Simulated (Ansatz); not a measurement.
# What CuF (model cell, started as layered BN type) distorts into, part 2 of 2

Which phase does CuF (model cell, started as layered BN type) fall into along its unstable mode, and how much energy does it gain?

Ansatz 0.2.0; DFT PBE, scalar-relativistic, plane waves, PAW.

So far. Step 4 (The mode frozen in, largest atomic shift 0.45 Å): The run ends at a pressure of -7.37 GPa, with forces up to 0.64 eV/Å. Step 5 (Energy along the mode, all amplitudes (two of the runs …): The lowest of the steps tried is at 0.45 Å, 122 meV/atom below the parent; the bottom of the well need not coincide with a step.

The structure was built from a prototype and need not be the compound's stable phase.

### 6. Relaxation from the frozen mode

Starting from the lowest point found, all atoms and the cell are let go, so that strain and other modes of the same symmetry can join in.

The input, input.yaml:

```yaml
crystal:
  lattice:
    - [0.0, 0.0, -5.532231747]
    - [0.0, -6.1205123662, 0.0]
    - [-5.3005191933, -3.0602561831, 0.0]
  atoms:
    - { symbol: Cu, position: [0.75, 0.3333349066, 0.59314365] }
    - { symbol: Cu, position: [0.75, 1.0735230167, 0.3333317601] }
    - { symbol: Cu, position: [0.75, 0.5931447439, 1.0735245899] }
    - { symbol: Cu, position: [0.25, 0.59314365, 0.3333349066] }
    - { symbol: Cu, position: [0.25, 0.3333370943, 0.0735203495] }
    - { symbol: Cu, position: [0.25, 1.0735245899, 0.5931447439] }
    - { symbol: F, position: [0.75, 0.7267667028, 0.3333321412] }
    - { symbol: F, position: [0.75, 0.3333301652, -0.0600978558] }
    - { symbol: F, position: [0.75, 0.9398987717, 0.7267657148] }
    - { symbol: F, position: [0.25, 0.3333321412, 0.7267667028] }
    - { symbol: F, position: [0.25, 0.9398999639, 0.3333345255] }
    - { symbol: F, position: [0.25, 0.7267657148, 0.9398987717] }
kpoints:
  mp_grid: { grid: [6, 6, 6] }
hamiltonian:
  xc: pbe
scf:
  occupations: { method: methfessel_paxton, width: 0.15 }
output:
  forces: true
  stress: true
  eigenvalues: true
  write_density: true
  write_potential: true
  elf: true
  volumetric_format: npy
relax:
  adjacent_minimum: "off"
  f_tol: 0.002
  max_steps: 120
  cell: { stress_tol: 0.03 }
```

Command:

```
ansatz run input.yaml --threads 4 --pin off --max-ram 7168MiB --backend cpu --events-out ev --progress --plain --runs-dir out
```

Numbers of over 12 decimals in the logs are rounded to 6 here.

The log of the run:

```text
[...]
Crystal: 12 atoms, lattice volume = 179.476 Å³
Basis set: ecut = 420 eV, 3505 PW (Γ), exchange–correlation on 80×90×90 points (8 copies of the dense FFT grid, shifted against one another)
Bands: 94, of which v1, the nominal top of the filled ones, is band 78 counted from 1 (77 counted from 0)
Symmetry: 24 space group operations
[...]
k-points: 28 of 216
[...]
SCF iter   1: F=—  HF=-44595.385593 eV  |F-HF|=—  |Δ(HF+E_count)|=         —  Δρ=4.32e-3  dr2=1.04e-2  ethr=1.77e-3  ⟨swp⟩=4.9  Hψ=9074  notcnv=0  defer=43
[...]
SCF iter   8: F=-44595.382039 eV  HF=-44595.382039 eV  |F-HF|=2.09e-9  |Δ(HF+E_count)|=   1.92e-8  S|Δr|=    0.00e0  Δρ=1.24e-6  dr2=1.63e-9  ethr=3.57e-11  ⟨swp⟩=5.1  Hψ=14539  notcnv=0
SCF 1 converged in 8 iterations: F = -44595.382039 eV  dr2 = 1.63e-9
[...]
relax step   1: F+E_penalty+E_count = -44595.38203908 eV  Δ(F+E_penalty+E_count) = +0.000e0 eV  max|allowed force component| = 6.391e-1 eV/Å  Δτ_max = 0.0000 Å  P = -7.368 GPa  Ω = 179.476 Å³  (8 SCF iters, dr2 threshold 1.00e-7 eV, accepted)
Crystal: 12 atoms, lattice volume = 163.042 Å³
Basis set: ecut = 420 eV, 3161 PW (Γ), exchange–correlation on 80×90×90 points (8 copies of the dense FFT grid, shifted against one another)
[...]
iter 1 solved again at ethr=9.50e-4 eV; its pass at ethr=3.10e-3 eV (dr2=1.48e0 eV) is discarded
[...]
SCF iter   7: F=-44596.054901 eV  HF=-44596.054901 eV  |F-HF|=2.21e-7  |Δ(HF+E_count)|=   1.17e-5  S|Δr|=    0.00e0  Δρ=1.52e-5  dr2=4.53e-7  ethr=7.69e-10  ⟨swp⟩=12.5  Hψ=22299  notcnv=0
SCF 2 converged in 7 iterations: F = -44596.054901 eV  dr2 = 4.53e-7
relax step   2: F+E_penalty+E_count = -44596.05490108 eV  Δ(F+E_penalty+E_count) = -6.729e-1 eV  max|allowed force component| = 4.222e-1 eV/Å  Δτ_max = 0.0571 Å  P = -3.679 GPa  Ω = 163.042 Å³  energy of the carried Pulay correction = +5.381e-2 eV  (7 SCF iters, dr2 threshold 1.20e-6 eV, accepted)
Crystal: 12 atoms, lattice volume = 151.602 Å³
Basis set: ecut = 420 eV, 2933 PW (Γ), exchange–correlation on 80×90×90 points (8 copies of the dense FFT grid, shifted against one another)
[...]
SCF iter   7: F=-44596.171470 eV  HF=-44596.171471 eV  |F-HF|=2.93e-7  |Δ(HF+E_count)|=   4.24e-6  S|Δr|=    0.00e0  Δρ=1.39e-5  dr2=3.48e-7  ethr=7.69e-10  ⟨swp⟩=14.4  Hψ=24338  notcnv=0
SCF 3 converged in 7 iterations: F = -44596.171470 eV  dr2 = 3.48e-7
relax step   3: F+E_penalty+E_count = -44596.17147039 eV  Δ(F+E_penalty+E_count) = -1.166e-1 eV  max|allowed force component| = 4.923e-1 eV/Å  Δτ_max = 0.0768 Å  P = +1.909 GPa  Ω = 151.602 Å³  energy of the carried Pulay correction = +9.443e-2 eV  (7 SCF iters, dr2 threshold 1.20e-6 eV, accepted)
[... from here on, the SCF cycles and remarks between the steps are left out ...]
relax step   4: F+E_penalty+E_count = -44596.22987334 eV  Δ(F+E_penalty+E_count) = -5.840e-2 eV  max|allowed force component| = 7.938e-2 eV/Å  Δτ_max = 0.0295 Å  P = +1.243 GPa  Ω = 156.635 Å³  energy of the carried Pulay correction = +7.622e-2 eV  (7 SCF iters, dr2 threshold 1.20e-6 eV, accepted)
relax step   5: F+E_penalty+E_count = -44596.23509557 eV  Δ(F+E_penalty+E_count) = -5.222e-3 eV  max|allowed force component| = 3.441e-2 eV/Å  Δτ_max = 0.0056 Å  P = -0.014 GPa  Ω = 158.496 Å³  energy of the carried Pulay correction = +6.962e-2 eV  (6 SCF iters, dr2 threshold 1.20e-6 eV, accepted)
relax step   6: F+E_penalty+E_count = -44596.23691681 eV  Δ(F+E_penalty+E_count) = -1.821e-3 eV  max|allowed force component| = 2.394e-2 eV/Å  Δτ_max = 0.0067 Å  P = +0.126 GPa  Ω = 158.089 Å³  energy of the carried Pulay correction = +7.106e-2 eV  (6 SCF iters, dr2 threshold 7.40e-8 eV, accepted)
relax step   7: F+E_penalty+E_count = -44596.23524752 eV  Δ(F+E_penalty+E_count) = +1.669e-3 eV  max|allowed force component| = 1.144e-3 eV/Å  Δτ_max = 0.0019 Å  P = +0.002 GPa  Ω = 158.671 Å³  energy of the carried Pulay correction = +6.901e-2 eV  (6 SCF iters, dr2 threshold 4.59e-8 eV, accepted)
relax step   8: F+E_penalty+E_count = -44596.19601094 eV  Δ(F+E_penalty+E_count) = +3.924e-2 eV  max|allowed force component| = 1.341e-3 eV/Å  Δτ_max = 0.0000 Å  P = -0.400 GPa  Ω = 158.671 Å³  stress off target by 4.11e-1 GPa  SCF on the basis re-selected at this cell (its energy is not comparable with the rows above)  (9 SCF iters)
relax step   9: F+E_penalty+E_count = -44596.20476914 eV  Δ(F+E_penalty+E_count) = -8.758e-3 eV  max|allowed force component| = 1.700e-4 eV/Å  Δτ_max = 0.0049 Å  P = +0.026 GPa  Ω = 156.807 Å³  energy of the carried Pulay correction = +6.579e-3 eV  (6 SCF iters, dr2 threshold 4.22e-7 eV, accepted)
relax step  10: F+E_penalty+E_count = -44596.20434550 eV  Δ(F+E_penalty+E_count) = +4.236e-4 eV  max|allowed force component| = 9.525e-5 eV/Å  Δτ_max = 0.0002 Å  P = +0.003 GPa  Ω = 156.934 Å³  energy of the carried Pulay correction = +6.136e-3 eV  (6 SCF iters, dr2 threshold 4.36e-9 eV, accepted)
relax step  11: F+E_penalty+E_count = -44596.19859406 eV  Δ(F+E_penalty+E_count) = +5.751e-3 eV  max|allowed force component| = 3.626e-5 eV/Å  Δτ_max = 0.0000 Å  P = -0.038 GPa  Ω = 156.934 Å³  stress off target by 7.39e-2 GPa  SCF on the basis re-selected at this cell (its energy is not comparable with the rows above)  (8 SCF iters)
relax step  12: F+E_penalty+E_count = -44596.19961726 eV  Δ(F+E_penalty+E_count) = -1.023e-3 eV  max|allowed force component| = 2.266e-4 eV/Å  Δτ_max = 0.0004 Å  P = +0.001 GPa  Ω = 156.670 Å³  energy of the carried Pulay correction = +9.587e-4 eV  (6 SCF iters, dr2 threshold 1.36e-8 eV, accepted)
[...]
SCF iter   6: F=-44596.198641 eV  HF=-44596.198641 eV  |F-HF|=2.91e-11  |Δ(HF+E_count)|=  1.38e-10  S|Δr|=    0.00e0  Δρ=2.04e-7  dr2=3.20e-11  ethr=1.00e-12  ⟨swp⟩=4.1  Hψ=13267  notcnv=0
SCF 13 converged in 6 iterations: F = -44596.198641 eV  dr2 = 3.20e-11
relax step  13: F+E_penalty+E_count = -44596.19864120 eV  Δ(F+E_penalty+E_count) = +9.761e-4 eV  max|allowed force component| = 2.469e-4 eV/Å  Δτ_max = 0.0000 Å  P = -0.003 GPa  Ω = 156.670 Å³  stress off target by 1.26e-2 GPa  SCF on the basis re-selected at this cell (its energy is not comparable with the rows above)  (6 SCF iters)
[...]
SCF converged after 6 iterations
[...]
Free energy (F): -44596.198641 eV
[...]
Internal energy: -44596.214863 eV  (E = F + TS)
E sigma→0 (E₀):  -44596.202697 eV
Entropy (-TS):   0.016222 eV (1.352 meV/atom)
Fermi energy:    7.985632 eV
[...]
--- Forces (eV/Å), atoms counted from 1 ---
  atom   1  Cu    -0.00013031    -0.00007523     0.00000000
  atom   2  Cu     0.00000000     0.00015047     0.00000000
  atom   3  Cu     0.00013031    -0.00007523    -0.00000000
  atom   4  Cu    -0.00000000    -0.00015047    -0.00000000
  atom   5  Cu     0.00013031     0.00007523    -0.00000000
  atom   6  Cu    -0.00013031     0.00007523     0.00000000
  atom   7  F     -0.00000000    -0.00024691     0.00000000
  atom   8  F      0.00021383     0.00012346    -0.00000000
  atom   9  F     -0.00021383     0.00012346    -0.00000000
  atom  10  F     -0.00021383    -0.00012346     0.00000000
  atom  11  F     -0.00000000     0.00024691    -0.00000000
  atom  12  F      0.00021383    -0.00012346     0.00000000
  max |Σ_I F_I| component: 1.04e-17 eV/Å
--- Stress (GPa, compression-positive) ---
        0.002399      -0.000000       0.000000
       -0.000000       0.002399      -0.000000
        0.000000      -0.000000      -0.012620
  P = ⅓ Tr σ = -0.0026 GPa (-0.026 kbar)
--- Band table (eV; the first three rows and the last of 28) ---
  k-point 0: bands = [... 74 lower, 7.3349, 7.3491, 7.3491, 7.4051, 8.1338, 11.4504, 11.5812, 12.8627, ... 12 higher]
  k-point 1: bands = [... 74 lower, 7.3389, 7.4595, 7.4605, 7.6282, 8.2895, 11.4811, 11.5332, 11.8051, ... 12 higher]
  k-point 2: bands = [... 74 lower, 7.3656, 7.5996, 7.7110, 7.8396, 8.5687, 10.7107, 11.2893, 11.5824, ... 12 higher]
  k-point 27: bands = [... 74 lower, 7.7605, 7.7605, 7.7605, 7.7605, 8.9880, 8.9880, 11.7946, 11.7946, ... 12 higher]
--- Relaxed structure (10 steps of the walk, 10 accepted, 3 SCFs on fresh bases) ---
  F+E_penalty+E_count = -44596.19864120 eV   max|allowed force component| = 2.469e-4 eV/Å   (the final SCF, on the basis selected at the relaxed cell)
  cell:  # Å, volume = 156.6703 Å³
    - [0, 0, -5.260221]
    - [0, -5.864433, 0]
    - [-5.078748, -2.932216, 0]
  atoms:
    - { symbol: Cu, position: [0.750000, 0.333333, 0.576866] }
    - { symbol: Cu, position: [0.750000, 1.089801, 0.333333] }
    - { symbol: Cu, position: [0.750000, 0.576866, 1.089801] }
    - { symbol: Cu, position: [0.25, 0.576866, 0.333333] }
    - { symbol: Cu, position: [0.25, 0.333333, 0.089801] }
    - { symbol: Cu, position: [0.25, 1.089801, 0.576866] }
    - { symbol: F, position: [0.750000, 0.729917, 0.333333] }
    - { symbol: F, position: [0.750000, 0.333333, -0.063251] }
    - { symbol: F, position: [0.750000, 0.936749, 0.729917] }
    - { symbol: F, position: [0.25, 0.333333, 0.729917] }
    - { symbol: F, position: [0.25, 0.936749, 0.333333] }
    - { symbol: F, position: [0.25, 0.729917, 0.936749] }
```

It took 2 min on 4 threads of Arm Neoverse V2, shared host; peak memory 0.88 GiB.

Step by step:

```csv
step,energy less that of the first step (eV),largest force component (eV/Å),pressure (GPa),volume (Å³)
1,0.0000,0.6391,-7.37,179.48
2,-0.6729,0.4222,-3.68,163.04
3,-0.7894,0.4923,1.91,151.60
4,-0.8478,0.0794,1.24,156.63
5,-0.8531,0.0344,-0.01,158.50
6,-0.8549,0.0239,0.13,158.09
7,-0.8532,0.0011,0.00,158.67
8*,-0.8140,0.0013,-0.40,158.67
9,-0.8227,0.0002,0.03,156.81
10,-0.8223,0.0001,0.00,156.93
11*,-0.8166,0.0000,-0.04,156.93
12,-0.8176,0.0002,0.00,156.67
13*,-0.8166,0.0002,0.00,156.67
```

Relaxation steps marked * repeat the geometry before them on a plane-wave basis chosen anew for their cell, so energy and pressure can jump there.

The run keeps the 24 symmetry operations that it works with, so distortions that break them were not tested.

```csv
cell as run,before,after,change
a (Å),5.532,5.260,-4.9 %
b (Å),6.121,5.864,-4.2 %
c (Å),6.121,5.864,-4.2 %
volume (Å³/atom),14.96,13.06,-12.7 %
```

The atoms that moved most (Å, as changes of fractional coordinates times the final cell):

```csv
atom,dx,dy,dz,length
Cu2,0.000,-0.095,0.000,0.095
Cu5,-0.083,-0.048,0.000,0.095
Cu1,0.083,0.048,0.000,0.095
Cu4,0.000,0.095,0.000,0.095
Cu6,0.083,-0.048,0.000,0.095
Cu3,-0.083,0.048,0.000,0.095
F7,0.000,-0.018,0.000,0.018
F10,-0.016,-0.009,0.000,0.018
```

The relaxed structure:

```cif
data_structure
_symmetry_space_group_name_H-M 'P 1'
_symmetry_Int_Tables_number 1
_cell_length_a 5.2602
_cell_length_b 5.8644
_cell_length_c 5.8644
_cell_angle_alpha 60.000
_cell_angle_beta 90.000
_cell_angle_gamma 90.000
_cell_volume 156.67
loop_
_atom_site_label
_atom_site_type_symbol
_atom_site_fract_x
_atom_site_fract_y
_atom_site_fract_z
_atom_site_occupancy
Cu1 Cu 0.75000 0.33333 0.57687 1
Cu2 Cu 0.75000 0.08980 0.33333 1
Cu3 Cu 0.75000 0.57687 0.08980 1
Cu4 Cu 0.25000 0.57687 0.33333 1
Cu5 Cu 0.25000 0.33333 0.08980 1
Cu6 Cu 0.25000 0.08980 0.57687 1
F7 F 0.75000 0.72992 0.33333 1
F8 F 0.75000 0.33333 0.93675 1
F9 F 0.75000 0.93675 0.72992 1
F10 F 0.25000 0.33333 0.72992 1
F11 F 0.25000 0.93675 0.33333 1
F12 F 0.25000 0.72992 0.93675 1
```

This step gave:

```yaml
pressure: -0.002607 GPa
volume_per_atom: 13.06 Å³
gap_on_the_k_mesh: 0.1990 eV
```

ELF in the bc plane at fractional x = 0.250, with atoms of Cu and F within 0.2 Å of it. It is the smooth field of the valence electrons, not physical close to the nuclei.

Values, 16 rows by 16 columns, each cell a mean:
```
0.01 0.04 0.12 0.15 0.11 0.13 0.19 0.17 0.09 0.46 0.76 0.57 0.66 0.78 0.48 0.08
0.02 0.09 0.38 0.58 0.55 0.32 0.12 0.09 0.07 0.26 0.72 0.74 0.68 0.78 0.60 0.14
0.05 0.08 0.43 0.76 0.79 0.75 0.57 0.21 0.05 0.08 0.41 0.71 0.78 0.76 0.50 0.12
0.11 0.09 0.26 0.72 0.74 0.63 0.76 0.62 0.18 0.03 0.09 0.32 0.48 0.44 0.19 0.09
0.24 0.21 0.12 0.43 0.73 0.60 0.70 0.79 0.45 0.08 0.01 0.04 0.09 0.10 0.09 0.15
0.47 0.58 0.29 0.15 0.47 0.71 0.76 0.79 0.52 0.13 0.01 0.01 0.02 0.04 0.09 0.20
0.46 0.85 0.64 0.22 0.14 0.35 0.53 0.51 0.29 0.09 0.03 0.04 0.11 0.12 0.09 0.15
0.18 0.51 0.58 0.29 0.16 0.13 0.12 0.10 0.09 0.08 0.05 0.10 0.37 0.53 0.40 0.13
0.19 0.15 0.23 0.22 0.19 0.18 0.15 0.17 0.24 0.20 0.12 0.11 0.49 0.77 0.80 0.64
0.64 0.20 0.13 0.18 0.22 0.25 0.20 0.24 0.57 0.61 0.29 0.12 0.38 0.78 0.72 0.72
0.73 0.49 0.15 0.16 0.23 0.30 0.24 0.21 0.52 0.85 0.56 0.19 0.19 0.67 0.70 0.54
0.77 0.62 0.16 0.13 0.19 0.22 0.23 0.19 0.25 0.51 0.49 0.24 0.11 0.37 0.75 0.74
0.77 0.55 0.14 0.16 0.28 0.27 0.20 0.17 0.14 0.16 0.19 0.16 0.10 0.12 0.45 0.72
0.46 0.29 0.10 0.19 0.53 0.66 0.36 0.16 0.12 0.14 0.15 0.12 0.08 0.05 0.10 0.32
0.09 0.08 0.07 0.16 0.46 0.83 0.65 0.21 0.11 0.40 0.60 0.58 0.40 0.15 0.03 0.04
0.01 0.02 0.04 0.09 0.20 0.42 0.50 0.23 0.10 0.54 0.75 0.75 0.78 0.57 0.18 0.02
```
Columns run along b (5.9 Å), rows up along c (5.9 Å). Atoms in or near the plane, at fractional coordinates: Cu at (0.58, 0.33), Cu at (0.33, 0.09), Cu at (0.09, 0.58), F at (0.33, 0.73), F at (0.94, 0.33), F at (0.73, 0.94).

Electrostatic potential energy in the bc plane at fractional x = 0.250, with atoms of Cu and F within 0.2 Å of it. With pseudopotentials it is smooth inside the atoms' cores, unlike the true potential.

Ten even steps from '0' (-45 eV) to '9' (13 eV), each cell a mean:
```
9999864588311699
9999888899721399
9997448999975699
7897213899999988
3478411699999985
0026743699999984
0003888899999995
3002788778999998
8534787424799757
6888898300278512
2898998500048611
2787788830037852
7884236875358997
9983001688888999
9995100389779999
9998400278325999
```
Columns run along b (5.9 Å; values clipped at the 3rd and 97th percentile), rows up along c (5.9 Å). Atoms in or near the plane, at fractional coordinates: Cu at (0.58, 0.33), Cu at (0.33, 0.09), Cu at (0.09, 0.58), F at (0.33, 0.73), F at (0.94, 0.33), F at (0.73, 0.94).

Valence density in the bc plane at fractional x = 0.250, with atoms of Cu and F within 0.2 Å of it. It is the smooth field of the valence electrons, not physical close to the nuclei.

Ten steps, logarithmic in the rise over the least value, from '0' (0 e/Å³) to '9' (51 e/Å³), each cell a mean:
```
0000123211466300
0001111000256410
0002442000023310
1002565100001111
4411466300000012
7852244310000003
7984112110000002
4785101110000111
1243101343101232
3111101488511355
4200001379831366
4211110147741135
2113542113421012
0014786201110000
0002798411221000
0000377412453100
```
Columns run along b (5.9 Å), rows up along c (5.9 Å). Atoms in or near the plane, at fractional coordinates: Cu at (0.58, 0.33), Cu at (0.33, 0.09), Cu at (0.09, 0.58), F at (0.33, 0.73), F at (0.94, 0.33), F at (0.73, 0.94).

The distorted start has space group P6_3/mcm; the relaxation ends in P6_3/mcm.

### 7. Summary of results

- unstable mode of the parent: q = (0.333, 0.333, 0), 106i cm⁻¹
- depth at the lowest point sampled: 122 meV/atom
- largest atomic shift at that point: 0.45 Å
- space group reached (within 0.01 Å): P6_3/mcm
- energy gained over the parent (first relaxation, on the mesh of the frozen mode): 190 meV/atom
- volume per atom, phase reached: 13.1 Å³
- gap on the k-mesh, phase reached: 0.199 eV

Along this mode the structure falls into P6_3/mcm, 190 meV/atom below the parent. At the parent's cell the well is 122.4 meV/atom deep on the steps tried, with its lowest point at a shift of 0.45 Å. Relaxing atoms and cell changes the gain by +67.96 meV/atom against the lowest step (energies at zero smearing). The modes of the phase reached were not computed on this path. Each path keeps the symmetry of its pattern, so a lower phase may lie along a pattern not tried. The q mesh is too sparse to interpolate, so only the solved wavevectors are given. With no gap, or one that is small against the smearing, the frequencies hang on the k mesh and the smearing, most of all near Kohn anomalies. The volume moved by more than a tenth on the k mesh of the start, so the energy gain is rough. A semilocal functional can close a gap that the real compound would have, so the metallic treatment may be an artefact of the level. The starting cell was built on a prototype and not taken from a measurement, so the phase need not exist.

[Logs are printed without paths, hosts, clocks, repeated set-up lines and the standing remarks that a program may print on its own settings, such as how far it seeks lower states.]

[Hosts, paths, dates, database ids (printed as entryN), source tags and the programs' standing remarks are cut or masked in the printed files.]
